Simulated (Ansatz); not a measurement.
# Dielectric response of KBr (001) films, part 4 of 5

Aim: the electronic and static ε of rocksalt KBr (001) from films of three thicknesses in a field.

Ansatz 0.2.0; plane-wave DFT, PBE, Ansatz PAW (the session's first sound run).

So far. Step 16 (Field on, atoms free, 10 atoms, units 5, field -0.05 …): The dipole is -0.0908 e·Å, and the gap on the mesh 4.334 eV. Step 17 (Response with the atoms relaxed, 10 atoms, units 5): The induced dipole is that of a conductor 15.09 Å thick.

## 18. Relaxing the film, 16 atoms, units 8

This step: plane-wave DFT, PBE, Ansatz PAW (Ansatz 0.2.0).

System of this step: KBr (001), 8 units. The cell holds 16 atoms: 8 K and 8 Br. Cell: a = 4.667 Å, b = 4.667 Å, c = 41.100 Å, α = 90.0°, β = 90.0°, γ = 90.0°. It derives from KBr (rocksalt KBr). Vacuum lies along c.

The next thickness, treated alike, so that differences show the interior and the faces cancel.

input.yaml

```yaml
crystal:
  lattice:
    - [4.66690476, 0.0, 0.0]
    - [0.0, 4.66690476, 0.0]
    - [0.0, 0.0, 41.1]
  atoms:
    - { symbol: K, position: [0.5, 0.5, 0.2189781022] }
    - { symbol: Br, position: [0.0, 0.0, 0.2189781022] }
    - { symbol: K, position: [0.0, 0.0, 0.299270073] }
    - { symbol: Br, position: [0.5, 0.5, 0.299270073] }
    - { symbol: K, position: [0.5, 0.5, 0.3795620438] }
    - { symbol: Br, position: [0.0, 0.0, 0.3795620438] }
    - { symbol: K, position: [0.0, 0.0, 0.4598540146] }
    - { symbol: Br, position: [0.5, 0.5, 0.4598540146] }
    - { symbol: K, position: [0.5, 0.5, 0.5401459854] }
    - { symbol: Br, position: [0.0, 0.0, 0.5401459854] }
    - { symbol: K, position: [0.0, 0.0, 0.6204379562] }
    - { symbol: Br, position: [0.5, 0.5, 0.6204379562] }
    - { symbol: K, position: [0.5, 0.5, 0.700729927] }
    - { symbol: Br, position: [0.0, 0.0, 0.700729927] }
    - { symbol: K, position: [0.0, 0.0, 0.7810218978] }
    - { symbol: Br, position: [0.5, 0.5, 0.7810218978] }
kpoints:
  mp_grid: { grid: [6, 6, 1] }
hamiltonian:
  xc: pbe
scf:
  occupations: { method: fixed }
  convergence: { dr2_threshold: 1.0e-09 }
efield:
  axis: 3
  dipole_correction: true
  ramp_position: 0.97
  ramp_width: 0.06
relax:
  f_tol: 0.003
  max_steps: 100
output:
  write_potential: true
  write_density: true
  volumetric_format: npy
```

Command:

```bash
$ ansatz run input.yaml --threads 4 --pin off --max-ram 8192MiB --backend cpu --events-out ev --progress --plain --runs-dir out
```

Numbers of over 12 decimals in the logs are rounded to 6 here.

The program printed:

```text
[...]
Crystal: 16 atoms, lattice volume = 895.158 Å³
Basis set: ecut = 420 eV, 17401 PW (Γ), exchange–correlation on 64×64×576 points (8 copies of the dense FFT grid, shifted against one another)
Bands: 80, of which v1, the nominal top of the filled ones, is band 64 counted from 1 (63 counted from 0)
Symmetry: 8 space group operations
k-points: 10 of 36
[...]
- { symbol: Br, position: [0.5, 0.5, 0.459026] }
    - { symbol: K, position: [0.5, 0.5, 0.541040] }
    - { symbol: Br, position: [0, 0.0, 0.540974] }
    - { symbol: K, position: [0, 0.0, 0.622930] }
    - { symbol: Br, position: [0.5, 0.5, 0.623102] }
    - { symbol: K, position: [0.5, 0.5, 0.705376] }
    - { symbol: Br, position: [0, 0.0, 0.704830] }
    - { symbol: K, position: [0, 0.0, 0.785653] }
    - { symbol: Br, position: [0.5, 0.5, 0.787476] }
[key lines of the parts left out:]
SCF converged after 6 iterations
Free energy (F): -34595.732490 eV
Fermi energy:    -1.437472 eV
Dipole field:    D = -0.000000 V/Å  (p = -0.000000 e·Å, saw-weighted, corrected)
Work function:   Φ+ = 6.0141 eV   Φ− = 6.0141 eV
```

It took 73 s on 4 threads of Arm Neoverse V2, shared host; peak memory 1.7 GiB; 4.8 min of CPU time.

Relaxation path:

| step | energy less that of the first step (eV) | largest force component (eV/Å) |
| --- | --- | --- |
| 1 | 0.0000 | 0.1027 |
| 2 | -0.0169 | 0.0322 |
| 3 | -0.0247 | 0.0052 |
| 4 | -0.0249 | 0.0036 |
| 5 | -0.0249 | 0.0023 |
| 6 | -0.0249 | 0.0002 |

The run keeps the 8 symmetry operations that it works with, so distortions that break them were not tested.

The atoms that moved most (Å):

| atom | dx | dy | dz | length |
| --- | --- | --- | --- | --- |
| Br2 | 0.000 | 0.000 | -0.265 | 0.265 |
| Br16 | 0.000 | 0.000 | 0.265 | 0.265 |
| K3 | 0.000 | 0.000 | -0.191 | 0.191 |
| K13 | 0.000 | 0.000 | 0.191 | 0.191 |
| K1 | 0.000 | 0.000 | -0.190 | 0.190 |
| K15 | 0.000 | 0.000 | 0.190 | 0.190 |
| Br4 | 0.000 | 0.000 | -0.168 | 0.168 |
| Br14 | 0.000 | 0.000 | 0.168 | 0.168 |

Running mean over 3.3 Å of the planar mean; the ramp of the sawtooth is left out. Electron's electrostatic potential energy less the highest filled level against z:

| z (Å) | electron's electrostatic potential energy less the highest filled level (eV) |
| --- | --- |
| 4 | 6.01 |
| 5 | 6.01 |
| 6 | 5.87 |
| 7 | 3.82 |
| 8 | 1.01 |
| 9 | 0.758 |
| 10 | 0.898 |
| 11 | 0.851 |
| 12 | 0.744 |
| 13 | 0.828 |
| 14 | 1.02 |
| 15 | 0.784 |
| 16 | 0.778 |
| 17 | 1.02 |
| 18 | 0.821 |
| 19 | 0.761 |
| 20 | 0.913 |
| 21 | 0.949 |
| 22 | 0.763 |
| 23 | 0.801 |
| 24 | 1.03 |
| 25 | 0.786 |
| 26 | 0.778 |
| 27 | 1.00 |
| 28 | 0.860 |
| 29 | 0.745 |
| 30 | 0.820 |
| 31 | 0.922 |
| 32 | 0.758 |
| 33 | 0.946 |
| 34 | 3.43 |
| 35 | 5.82 |
| 36 | 6.00 |
| 37 | 6.01 |

The relaxation took 6 steps and lowered the energy by 0.025 eV; the largest force on the free atoms ends at 2.1e-4 eV/Å.

The gap is 4.37 eV, with the valence edge 6.01 eV and the conduction edge 1.64 eV under the upper vacuum level.

## 19. The series together

Times are for 4 threads of Arm Neoverse V2, shared host. The series side by side:

| no. | units | gap by band count (eV) | ionisation energy, upper face (eV) | electron affinity, upper face (eV) | time | memory (GiB) |
| --- | --- | --- | --- | --- | --- | --- |
| 1 | 3 | 4.387 | 5.989 | 1.602 | 9.9 s | 0.76 |
| 2 | 5 | 4.382 | 6.008 | 1.626 | 22 s | 1.1 |
| 3 | 8 | 4.373 | 6.014 | 1.641 | 73 s | 1.7 |

The runs together. Valence density, planar mean against z:

| z (Å) | 3 (e/Å³) | 5 (e/Å³) | 8 (e/Å³) |
| --- | --- | --- | --- |
| 5 | 2.2e-5 | 2.7e-5 | 3.7e-5 |
| 6 | 3.4e-4 | 4.3e-4 | 5.7e-4 |
| 7 | 0.00566 | 0.00711 | 0.00966 |
| 8 | 0.115 | 0.142 | 0.191 |
| 9 | 0.515 | 0.507 | 0.488 |
| 10 | 0.0839 | 0.0684 | 0.0509 |
| 11 | 0.0433 | 0.0529 | 0.0712 |
| 12 | 0.456 | 0.482 | 0.505 |
| 13 | 0.230 | 0.190 | 0.141 |
| 14 | 0.0256 | 0.0265 | 0.0298 |
| 15 | 0.266 | 0.291 | 0.354 |
| 16 | 0.425 | 0.408 | 0.351 |
| 17 | 0.0339 | 0.0350 | 0.0290 |
| 18 | 0.00182 | 0.108 | 0.150 |
| 19 | 1.1e-4 | 0.513 | 0.504 |
| 20 | 7.5e-6 | 0.0922 | 0.0679 |
| 21 | 0 | 0.0409 | 0.0520 |
| 22 | 0 | 0.457 | 0.479 |
| 23 | 0 | 0.238 | 0.196 |
| 24 | 0 | 0.0129 | 0.0262 |

## 20. Single point on the relaxed film, 16 atoms, units 8

The next thickness, treated alike, so that differences show the interior and the faces cancel.

input.yaml

```yaml
crystal:
  lattice:
    - [4.66690476, 0.0, 0.0]
    - [0.0, 4.66690476, 0.0]
    - [0.0, 0.0, 41.1]
  atoms:
    - { symbol: K, position: [0.5, 0.5, 0.2143472349] }
    - { symbol: Br, position: [0.0, 0.0, 0.2125238694] }
    - { symbol: K, position: [0.0, 0.0, 0.2946239345] }
    - { symbol: Br, position: [0.5, 0.5, 0.2951703827] }
    - { symbol: K, position: [0.5, 0.5, 0.3770697415] }
    - { symbol: Br, position: [0.0, 0.0, 0.3768984154] }
    - { symbol: K, position: [0.0, 0.0, 0.4589596408] }
    - { symbol: Br, position: [0.5, 0.5, 0.4590261] }
    - { symbol: K, position: [0.5, 0.5, 0.54104036] }
    - { symbol: Br, position: [0.0, 0.0, 0.5409739004] }
    - { symbol: K, position: [0.0, 0.0, 0.6229302585] }
    - { symbol: Br, position: [0.5, 0.5, 0.6231015857] }
    - { symbol: K, position: [0.5, 0.5, 0.7053760653] }
    - { symbol: Br, position: [0.0, 0.0, 0.7048296166] }
    - { symbol: K, position: [0.0, 0.0, 0.7856527646] }
    - { symbol: Br, position: [0.5, 0.5, 0.7874761297] }
kpoints:
  mp_grid: { grid: [6, 6, 1] }
hamiltonian:
  xc: pbe
scf:
  occupations: { method: fixed }
  convergence: { dr2_threshold: 1.0e-09 }
efield:
  axis: 3
  dipole_correction: true
  ramp_position: 0.97
  ramp_width: 0.06
output:
  eigenvalues: true
  dos: { projected: true, e_range: [-7, 7] }
  write_potential: true
  write_density: true
  volumetric_format: npy
checkpoint:
  write: end8.run
  compress: false
  write_wavefunctions: false
```

The program printed:

```text
[...]
Crystal: 16 atoms, lattice volume = 895.158 Å³
Basis set: ecut = 420 eV, 17401 PW (Γ)
Bands: 80, of which v1, the nominal top of the filled ones, is band 64 counted from 1 (63 counted from 0)
Symmetry: 8 space group operations
k-points: 10 of 36
[...]
k-point 1: bands = [... 60 lower, -1.5416, -1.5179, -1.4931, -1.4922, 3.3498, 3.4302, 3.6686, 4.0121, ... 12 higher]
  k-point 2: bands = [... 60 lower, -1.6073, -1.6073, -1.5954, -1.5953, 4.2022, 4.2128, 4.4262, 4.6182, ... 12 higher]
  k-point 9: bands = [... 60 lower, -1.7674, -1.7674, -1.5619, -1.5619, 4.4867, 4.4867, 4.6952, 4.6952, ... 12 higher]
[key lines of the parts left out:]
SCF converged after 8 iterations
Free energy (F): -34595.732685 eV
Fermi energy:    -1.437407 eV
Dipole field:    D = 0.000000 V/Å  (p = 0.000000 e·Å, saw-weighted, corrected)
Work function:   Φ+ = 6.0141 eV   Φ− = 6.0141 eV
```

Elapsed: 25 s, on 4 threads; peak memory 1.9 GiB.

Running mean over 3.3 Å of the planar mean; the ramp of the sawtooth is left out. Table of electron's electrostatic potential energy less the highest filled level by z:

| z (Å) | electron's electrostatic potential energy less the highest filled level (eV) |
| --- | --- |
| 4 | 6.01 |
| 6 | 5.87 |
| 8 | 1.01 |
| 10 | 0.898 |
| 12 | 0.744 |
| 14 | 1.02 |
| 16 | 0.778 |
| 18 | 0.821 |
| 20 | 0.913 |
| 22 | 0.763 |
| 24 | 1.03 |
| 26 | 0.778 |
| 28 | 0.860 |
| 30 | 0.820 |
| 32 | 0.758 |
| 34 | 3.43 |
| 36 | 6.00 |

The gap is 4.37 eV, with the valence edge 6.01 eV and the conduction edge 1.64 eV under the upper vacuum level.

## 21. Single point, 16 atoms, units 8, field 0.05 V/Å

Changes to input.yaml since step 20:

```diff
@@ -28,3 +28,3 @@
   occupations: { method: fixed }
-  convergence: { dr2_threshold: 1.0e-09 }
+  convergence: { dr2_threshold: 1.0e-10 }
 efield:
@@ -34,5 +34,4 @@
   ramp_width: 0.06
+  amplitude: 0.05
 output:
-  eigenvalues: true
-  dos: { projected: true, e_range: [-7, 7] }
   write_potential: true
@@ -40,5 +39 @@
   volumetric_format: npy
-checkpoint:
-  write: end8.run
-  compress: false
-  write_wavefunctions: false
```

The program printed:

```text
[...]
Crystal: 16 atoms, lattice volume = 895.158 Å³
Basis set: ecut = 420 eV, 17401 PW (Γ)
Bands: 80, of which v1, the nominal top of the filled ones, is band 64 counted from 1 (63 counted from 0)
Symmetry: 8 space group operations
k-points: 10 of 36
[...]
k-point 0: bands = [... 60 lower, -1.4050, -1.3679, -1.2154, -1.2154, 2.8022, 3.1098, 3.3618, 3.7173, ... 12 higher]
  k-point 1: bands = [... 60 lower, -1.4611, -1.4261, -1.3490, -1.2661, 3.1741, 3.5050, 3.7060, 4.0142, ... 12 higher]
  k-point 2: bands = [... 60 lower, -1.5816, -1.5742, -1.3885, -1.3638, 3.9353, 4.3692, 4.4654, 4.6191, ... 12 higher]
  k-point 9: bands = [... 60 lower, -1.6957, -1.5967, -1.5967, -1.3315, 4.4308, 4.4308, 4.7069, 4.7069, ... 12 higher]
[key lines of the parts left out:]
SCF converged after 11 iterations
Free energy (F): -34595.735161 eV
Fermi energy:    -1.215405 eV
Dipole field:    D = 0.020021 V/Å  (p = 0.099044 e·Å, saw-weighted, corrected)
```

Wall time 24 s (4 threads); peak memory 1.9 GiB; 95 s of CPU time.

The dipole is 0.0990 e·Å, and the gap on the mesh 4.018 eV.

## 22. Single point, 16 atoms, units 8, field -0.05 V/Å

Changes to input.yaml since step 21:

```diff
@@ -34,3 +34,3 @@
   ramp_width: 0.06
-  amplitude: 0.05
+  amplitude: -0.05
 output:
```

The program printed:

```text
[...]
Crystal: 16 atoms, lattice volume = 895.158 Å³
Basis set: ecut = 420 eV, 17401 PW (Γ)
Bands: 80, of which v1, the nominal top of the filled ones, is band 64 counted from 1 (63 counted from 0)
Symmetry: 8 space group operations
k-points: 10 of 36
[...]
k-point 0: bands = [... 60 lower, -1.4050, -1.3679, -1.2154, -1.2154, 2.8022, 3.1098, 3.3618, 3.7173, ... 12 higher]
  k-point 1: bands = [... 60 lower, -1.4611, -1.4261, -1.3490, -1.2661, 3.1741, 3.5050, 3.7060, 4.0142, ... 12 higher]
  k-point 2: bands = [... 60 lower, -1.5816, -1.5742, -1.3885, -1.3638, 3.9353, 4.3692, 4.4654, 4.6191, ... 12 higher]
  k-point 9: bands = [... 60 lower, -1.6957, -1.5967, -1.5967, -1.3315, 4.4308, 4.4308, 4.7069, 4.7069, ... 12 higher]
[key lines of the parts left out:]
SCF converged after 11 iterations
Free energy (F): -34595.735161 eV
Fermi energy:    -1.215405 eV
Dipole field:    D = -0.020021 V/Å  (p = -0.099043 e·Å, saw-weighted, corrected)
```

Wall time 24 s (4 threads); peak memory 1.9 GiB; 95 s of CPU time.

The dipole is -0.0990 e·Å, and the gap on the mesh 4.018 eV.

## 23. Response with the atoms held, 16 atoms, units 8

This step: plane-wave DFT, PBE, Ansatz PAW; response to a field along the normal, atoms held (Ansatz 0.2.0).

Local field over the applied field, running mean. From the potentials at -0.05 and 0.05 V/Å; running mean over 3.3 Å, taken twice. Local field over applied field against z:

| z (Å) | local field over applied field |
| --- | --- |
| 4 | 0.858 |
| 6 | 0.854 |
| 8 | 0.530 |
| 10 | 0.392 |
| 12 | 0.394 |
| 14 | 0.397 |
| 16 | 0.397 |
| 18 | 0.397 |
| 20 | 0.397 |
| 22 | 0.397 |
| 24 | 0.397 |
| 26 | 0.397 |
| 28 | 0.397 |
| 30 | 0.392 |
| 32 | 0.419 |
| 34 | 0.675 |
| 36 | 0.949 |

The induced dipole is that of a conductor 16.46 Å thick.

## 24. Relaxing in the field, 16 atoms, units 8, field 0.05 V/Å

This step: plane-wave DFT, PBE, Ansatz PAW (Ansatz 0.2.0).

The same pair of relaxations in the field for this thickness.

Changes to input.yaml since step 22:

```diff
@@ -34,3 +34,6 @@
   ramp_width: 0.06
-  amplitude: -0.05
+  amplitude: 0.05
+relax:
+  f_tol: 0.0006
+  max_steps: 70
 output:
```

The program printed:

```text
[...]
Crystal: 16 atoms, lattice volume = 895.158 Å³
Basis set: ecut = 420 eV, 17401 PW (Γ), exchange–correlation on 64×64×576 points (8 copies of the dense FFT grid, shifted against one another)
Bands: 80, of which v1, the nominal top of the filled ones, is band 64 counted from 1 (63 counted from 0)
Symmetry: 8 space group operations
k-points: 10 of 36
[...]
- { symbol: K, position: [0, 0.0, 0.459088] }
    - { symbol: Br, position: [0.5, 0.5, 0.458897] }
    - { symbol: K, position: [0.5, 0.5, 0.541176] }
    - { symbol: Br, position: [0, 0.0, 0.540852] }
    - { symbol: K, position: [0, 0.0, 0.623079] }
    - { symbol: Br, position: [0.5, 0.5, 0.622967] }
    - { symbol: K, position: [0.5, 0.5, 0.705485] }
    - { symbol: Br, position: [0, 0.0, 0.704746] }
    - { symbol: K, position: [0, 0.0, 0.785873] }
    - { symbol: Br, position: [0.5, 0.5, 0.787250] }
[key lines of the parts left out:]
SCF converged after 7 iterations
Free energy (F): -34595.736032 eV
Fermi energy:    -1.355740 eV
Dipole field:    D = 0.028647 V/Å  (p = 0.141716 e·Å, saw-weighted, corrected)
```

The job ended after 45 s (4 threads; peak memory 1.7 GiB; 2.9 min of CPU time).

The relaxation took 3 steps and lowered the energy by 0.0011 eV; the largest force on the free atoms ends at 5.1e-4 eV/Å.

The dipole is 0.142 e·Å, and the gap on the mesh 4.258 eV.

## 25. Field on, atoms free, 16 atoms, units 8, field -0.05 V/Å

The opposite sign, again from the field-free geometry; the difference of the two cancels what relaxes without a field.

Changes to input.yaml since step 24:

```diff
@@ -34,3 +34,3 @@
   ramp_width: 0.06
-  amplitude: 0.05
+  amplitude: -0.05
 relax:
```

The program printed:

```text
[...]
Crystal: 16 atoms, lattice volume = 895.158 Å³
Basis set: ecut = 420 eV, 17401 PW (Γ), exchange–correlation on 64×64×576 points (8 copies of the dense FFT grid, shifted against one another)
Bands: 80, of which v1, the nominal top of the filled ones, is band 64 counted from 1 (63 counted from 0)
Symmetry: 8 space group operations
k-points: 10 of 36
[...]
- { symbol: K, position: [0, 0.0, 0.458824] }
    - { symbol: Br, position: [0.5, 0.5, 0.459147] }
    - { symbol: K, position: [0.5, 0.5, 0.540912] }
    - { symbol: Br, position: [0, 0.0, 0.541103] }
    - { symbol: K, position: [0, 0.0, 0.622792] }
    - { symbol: Br, position: [0.5, 0.5, 0.623243] }
    - { symbol: K, position: [0.5, 0.5, 0.705281] }
    - { symbol: Br, position: [0, 0.0, 0.704926] }
    - { symbol: K, position: [0, 0.0, 0.785453] }
    - { symbol: Br, position: [0.5, 0.5, 0.787720] }
[key lines of the parts left out:]
SCF converged after 7 iterations
Free energy (F): -34595.736032 eV
Fermi energy:    -1.355738 eV
Dipole field:    D = -0.028647 V/Å  (p = -0.141715 e·Å, saw-weighted, corrected)
```

Wall time 46 s (4 threads); peak memory 1.7 GiB.

The relaxation took 3 steps and lowered the energy by 0.0011 eV; the largest force on the free atoms ends at 5.1e-4 eV/Å.

The dipole is -0.142 e·Å, and the gap on the mesh 4.258 eV.

## 26. Response with the atoms relaxed, 16 atoms, units 8

This step: plane-wave DFT, PBE, Ansatz PAW; response to a field along the normal, atoms relaxed (Ansatz 0.2.0).

Local field over the applied field, running mean. From the potentials at -0.05 and 0.05 V/Å; running mean over 3.3 Å, taken twice. Local field over applied field against z:

| z (Å) | local field over applied field |
| --- | --- |
| 4 | 0.892 |
| 5 | 0.881 |
| 6 | 0.745 |
| 7 | 0.510 |
| 8 | 0.293 |
| 9 | 0.181 |
| 10 | 0.0794 |
| 11 | 0.129 |
| 12 | 0.123 |
| 13 | 0.195 |
| 14 | 0.181 |
| 15 | 0.174 |
| 16 | 0.157 |
| 17 | 0.153 |
| 18 | 0.157 |
| 19 | 0.161 |
| 20 | 0.165 |
| 21 | 0.165 |
| 22 | 0.161 |
| 23 | 0.157 |
| 24 | 0.153 |
| 25 | 0.154 |
| 26 | 0.175 |
| 27 | 0.179 |
| 28 | 0.196 |
| 29 | 0.128 |
| 30 | 0.131 |
| 31 | 0.0832 |
| 32 | 0.159 |
| 33 | 0.288 |
| 34 | 0.482 |
| 35 | 0.731 |
| 36 | 0.864 |

The induced dipole is that of a conductor 23.55 Å thick.

## 27. Electronic ε from the series

This step: plane-wave DFT, PBE, Ansatz PAW; permittivity from the thickness series, atoms held (Ansatz 0.2.0).

Each added layer adds t(1 − 1/ε) to the dipole term, so the slope against thickness gives ε without a choice of where the film ends.

This step gave:

```
slope                : 0.6029
intercept of the fit : 2.209 Å
ε of the interior    : 2.518
```

The equivalent conductor thickness by distance between the outer atoms:

| distance between the outer atoms (Å) | equivalent conductor thickness (Å) |
| --- | --- |
| 6.77 | 6.29 |
| 13.52 | 10.4 |
| 23.63 | 16.5 |

By hand, from the thinnest and the thickest film: slope = (16.457 − 6.291) / (23.631 − 6.768) = 0.603, so ε = 1/(1 − 0.603) = 2.52.

## 28. Static ε from the series

This step: plane-wave DFT, PBE, Ansatz PAW; permittivity from the thickness series, atoms relaxed (Ansatz 0.2.0).

The same fit for the relaxed films. The nearer its slope lies to 1, the more ε hangs on small errors.

Numbers from this step:

| Property | Result |
| --- | --- |
| slope | 0.8327 |
| intercept of the fit | 3.859 Å |
| ε of the interior | 5.976 |

The equivalent conductor thickness by distance between the outer atoms:

| distance between the outer atoms (Å) | equivalent conductor thickness (Å) |
| --- | --- |
| 6.77 | 9.51 |
| 13.52 | 15.1 |
| 23.63 | 23.5 |

By hand, from the thinnest and the thickest film: slope = (23.548 − 9.514) / (23.631 − 6.769) = 0.832, so ε = 1/(1 − 0.832) = 5.96. One nm of such a film has the capacitance of 3.9/5.96 = 0.65 nm of SiO₂ (its equivalent oxide thickness).

(Part 4 of 5 ends here.)

[Logs are printed without paths, hosts, clocks, repeated set-up lines and the standing remarks that a program may print on its own settings, such as how far it seeks lower states.]

[Hosts, paths, dates, database ids (printed as entryN), source tags and the programs' standing remarks are cut or masked in the printed files.]

[Maps of the electrostatic potential energy from Ansatz leave out the sawtooth potential of an applied field or a dipole correction, so their vacuum need not be flat; planar profiles and work functions include it.]
